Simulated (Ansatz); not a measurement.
# The gap of Bi2S3 (Bismuthinite): a ladder of methods and an error budget, part 2 of 2

Aim: a best estimate of the quasiparticle gap of Bi2S3 (Bismuthinite), with each correction and its cost laid out.

Ansatz 0.2.0; density functionals, hybrids, G0W0, plane waves, PAW. Known limits of the many-body steps: not at the basis limit; no spin-orbit coupling; coarse k mesh.

So far. Step 12 (G0W0, 2×4×2 mesh, 1513 empty bands, screening to 120 eV): Against the run with 2×4×2 mesh, 703 empty bands, screening to 72 eV, the gap moves by +0.04 eV. Step 13 (G0W0@HSE06, 2×4×2 mesh, 703 empty bands, screening to …): Against the run with 2×4×2 mesh, 703 empty bands, screening to 72 eV on PBE, the gap moves by +0.26 eV, while the start moved by +0.62 eV.

The database entry behind the starting cell differs from later determinations by our own check (about 0.4 % long), so it need not match the best structure at ambient conditions.

In doubt: masses and optical values from hybrid runs of this build are listed as unsure (step 13), which bears on the screening that GW takes from such a start.

### 14. G0W0@PBE, 2×4×2 mesh, 703 empty bands, screening to 72 eV, plasmon pole

A plasmon pole stands in for the full frequency dependence of the screening; this run shows what that costs in accuracy.

This step: G0W0 on PBE, plane waves, PAW.

The input, input.yaml:

```yaml
crystal:
  lattice:
    - [11.345, 0.0, 0.0]
    - [0.0, 3.994, 0.0]
    - [0.0, 0.0, 11.193]
  atoms:
    - { symbol: Bi, position: [0.4835, 0.25, 0.3257] }
    - { symbol: Bi, position: [0.0165, 0.75, 0.8257] }
    - { symbol: Bi, position: [0.9835, 0.25, 0.1743] }
    - { symbol: Bi, position: [0.5165, 0.75, 0.6743] }
    - { symbol: Bi, position: [0.3407, 0.75, 0.0339] }
    - { symbol: Bi, position: [0.1593, 0.25, 0.5339] }
    - { symbol: Bi, position: [0.8407, 0.75, 0.4661] }
    - { symbol: Bi, position: [0.6593, 0.25, 0.9661] }
    - { symbol: S, position: [0.2835, 0.25, 0.1943] }
    - { symbol: S, position: [0.2165, 0.75, 0.6943] }
    - { symbol: S, position: [0.7835, 0.25, 0.3057] }
    - { symbol: S, position: [0.7165, 0.75, 0.8057] }
    - { symbol: S, position: [0.5495, 0.75, 0.1286] }
    - { symbol: S, position: [0.9505, 0.25, 0.6286] }
    - { symbol: S, position: [0.0495, 0.75, 0.3714] }
    - { symbol: S, position: [0.4505, 0.25, 0.8714] }
    - { symbol: S, position: [0.3767, 0.75, 0.4414] }
    - { symbol: S, position: [0.1233, 0.25, 0.9414] }
    - { symbol: S, position: [0.8767, 0.75, 0.0586] }
    - { symbol: S, position: [0.6233, 0.25, 0.5586] }
kpoints:
  mp_grid: { grid: [2, 4, 2] }
hamiltonian:
  xc: pbe
scf:
  occupations: { method: fixed }
gw:
  n_empty_bands: 703
  ecut_chi: 72
  qp_bands: [v2, c2]
  qp_kpoints: band_edges
  screening: { model: godby_needs }
```

Run with:

```bash
$ ansatz run input.yaml --threads 32 --pin off --max-ram 129024MiB --backend cuda --events-out ev --progress --plain --runs-dir out --devices 1 --max-vram 157GiB  # rebuilt from the run's record
```

It took 27 s on 1 × NVIDIA GB200 with 32 threads of Arm Neoverse V2, shared host; peak memory 4.2 GiB.

Numbers from this step:

```
bands summed                                 : 799
plasmon-pole fit frequency                   : 22.85 eV
RPA ε∞ on this mesh (eigenvalues)            : 10.13, 13.37, 13.51
plane waves in the screening matrix          : 717
G0W0 gap on the mesh                         : 1.700 eV
k of the valence top                         : -0.5, 0, 0
k of the conduction bottom                   : 0, 0, 0
starting gap on the mesh                     : 1.424 eV
least direct G0W0 gap on the computed points : 1.755 eV
```

Against the run with 2×4×2 mesh, 703 empty bands, screening to 72 eV, the gap moves by −0.02 eV.

### 15. G0W0@PBE, 2×4×2 mesh, 703 empty bands, screening to 72 eV, hard PAW files

Other atomic data (hard PAW) test the pseudisation: the cutoff goes from 420 to 510 eV and the valence electrons from 192 to 256, which opens shells that were frozen.

input.yaml: that of step 14 with these lines changed.

```diff
@@ -30,2 +30,3 @@
   xc: pbe
+  pseudopotentials: { kind: paw, source: ansatz }
 scf:
@@ -37,2 +38,2 @@
   qp_kpoints: band_edges
-  screening: { model: godby_needs }
+  screening: { model: contour_deformation }
```

Wall time 39 s (1 × NVIDIA GB200 with 32 threads); peak memory 5.4 GiB.

This step gave:

```yaml
bands_summed: 831
rpa_eps_infinity_on_this_mesh_eigenvalues: 10.11, 13.35, 13.48
plane_waves_in_the_screening_matrix: 717
g0w0_gap_on_the_mesh: 1.720 eV
k_of_the_valence_top: -0.5, 0, 0
k_of_the_conduction_bottom: 0, 0, 0
starting_gap_on_the_mesh: 1.428 eV
least_direct_g0w0_gap_on_the_computed_points: 1.779 eV
```

Against the run with 2×4×2 mesh, 703 empty bands, screening to 72 eV, the gap moves by −0.003 eV.

### 16. G0W0@LDA, 2×4×2 mesh, 703 empty bands, screening to 72 eV

This step: G0W0 on LDA, plane waves, PAW.

input.yaml: that of step 15 with these lines changed.

```diff
@@ -29,4 +29,3 @@
 hamiltonian:
-  xc: pbe
-  pseudopotentials: { kind: paw, source: ansatz }
+  xc: lda
 scf:
```

Run time: 28 s. Hardware: 1 × NVIDIA GB200 with 32 threads; peak memory 4.3 GiB.

Numbers from this step:

| Quantity | Value |
| --- | --- |
| bands summed | 799 |
| RPA ε∞ on this mesh (eigenvalues) | 11.10, 14.65, 14.86 |
| plane waves in the screening matrix | 717 |
| G0W0 gap on the mesh | 1.721 eV |
| k of the valence top | -0.5, 0, 0 |
| k of the conduction bottom | 0, 0, 0 |
| starting gap on the mesh | 1.285 eV |
| least direct G0W0 gap on the computed points | 1.772 eV |

Against the run with 2×4×2 mesh, 703 empty bands, screening to 72 eV on HSE06, the gap moves by −0.26 eV, while the start moved by −0.76 eV.

### 17. The ladder

Times are wall times on 1 × NVIDIA GB200 with 32 threads of Arm Neoverse V2, shared host, good to a factor of about two. G0W0 rows are gaps on the mesh, lowered by the amount that the mesh misses the start's edges, a rough step that assumes the same correction there.

| level | gap (eV) | least direct gap (eV) | time |
| --- | --- | --- | --- |
| PBE | 1.39 | 1.43 | 3.5 s |
| LDA | 1.25 | 1.28 | 1.9 s |
| PBEsol | 1.31 | 1.34 | 1.9 s |
| PBE+SOC | 0.95 | 0.99 | 4.8 s |
| HSE06 | 2.01 | 2.04 | 22 s |
| PBE0 | 2.63 | 2.65 | 21 s |
| DDH-PBE0 | 1.75 | 1.78 | 29 s |
| G0W0@PBE (248 empty bands) | 1.64 | - | 14 s |
| G0W0@PBE (703 empty bands) | 1.69 | - | 27 s |
| G0W0@PBE (1513 empty bands) | 1.73 | - | 74 s |
| G0W0@HSE06 (703 empty bands) | 1.95 | - | 1.7 min |
| G0W0@PBE (703 empty bands, plasmon pole) | 1.67 | - | 27 s |
| G0W0@PBE (703 empty bands, hard PAW) | 1.69 | - | 39 s |
| G0W0@LDA (703 empty bands) | 1.69 | - | 28 s |

### 18. Adding up the best estimate

| term | eV | running total (eV) |
| --- | --- | --- |
| G0W0 on the mesh, top rung | 1.766 | 1.766 |
| to the limit, by a line in one over the bands through the two top rungs | +0.042 | 1.808 |
| band edges off the mesh | −0.033 | 1.775 |
| spin-orbit change, from PBE | −0.437 | 1.338 |

Changes that are not added in, each against a run with equal bands and cutoff:

| change | eV |
| --- | --- |
| start HSE06 | +0.26 |
| plasmon pole in place of full frequency | −0.02 |
| hard PAW files | −0.003 |
| start LDA | −0.002 |

### 19. Summary of results

```json
{"PBE gap": "1.39 eV, indirect (only 35 meV under the direct gap)", "HSE06": "2.01 eV", "PBE0": "2.63 eV", "DDH-PBE0": "1.75 eV", "G0W0, top rung on the mesh": "1.77 eV", "best estimate, G0W0@PBE with spin-orbit change": "1.34 eV", "GW settings of the top rung": "2×4×2 mesh, 1513 empty bands, screening to 120 eV", "known limits": "one-shot GW, static lattice; one k mesh, untested; coarse k mesh"}
```

**Reading.** The best estimate for G0W0@PBE is 1.34 eV, indirect (only 32 meV under the direct gap) by PBE+SOC, against 0.95 eV at the start (both with spin-orbit coupling). The pair of rungs below gives a limit −0.05 eV away. The term for edges off the mesh assumes that the correction there equals that on the mesh, which is rough. Of the changes left open the largest, +0.26 eV, comes from starting at HSE06. Among the functionals DDH-PBE0 comes nearest: −0.02 eV from the estimate without its spin-orbit term (1.77 eV). That ranking leans on the start chosen for G0W0. The RPA ε∞ on the GW mesh averages 12.3 against 13.1 from perturbation theory, which takes a denser mesh of its own and holds the xc response as well. All runs took 6.9 min, 75 % of it in G0W0. The 2×4×2 mesh is coarse for this cell (its supercell is 16 Å along the shortest edge). The RPA ε∞ on it, from the PBE start, is 10.10, 13.30 and 13.44; such meshes misread the long-range screening, most where the gap is narrow.

[Paths, hosts, dates, memory and timing lines, banners, echoed tables and standing remarks are left out of the program output.]

[Logs are printed without paths, hosts, clocks, repeated set-up lines and the standing remarks that a program may print on its own settings, such as how far it seeks lower states.]

[Runs of the session that timed out or met a known fault of the program may be left out.]

[Cells called generated may have been cut or substituted from an entry of the Crystallography Open Database or the Materials Project.]

[Hosts, paths, dates, database ids (printed as entryN), source tags and the programs' standing remarks are cut or masked in the printed files.]
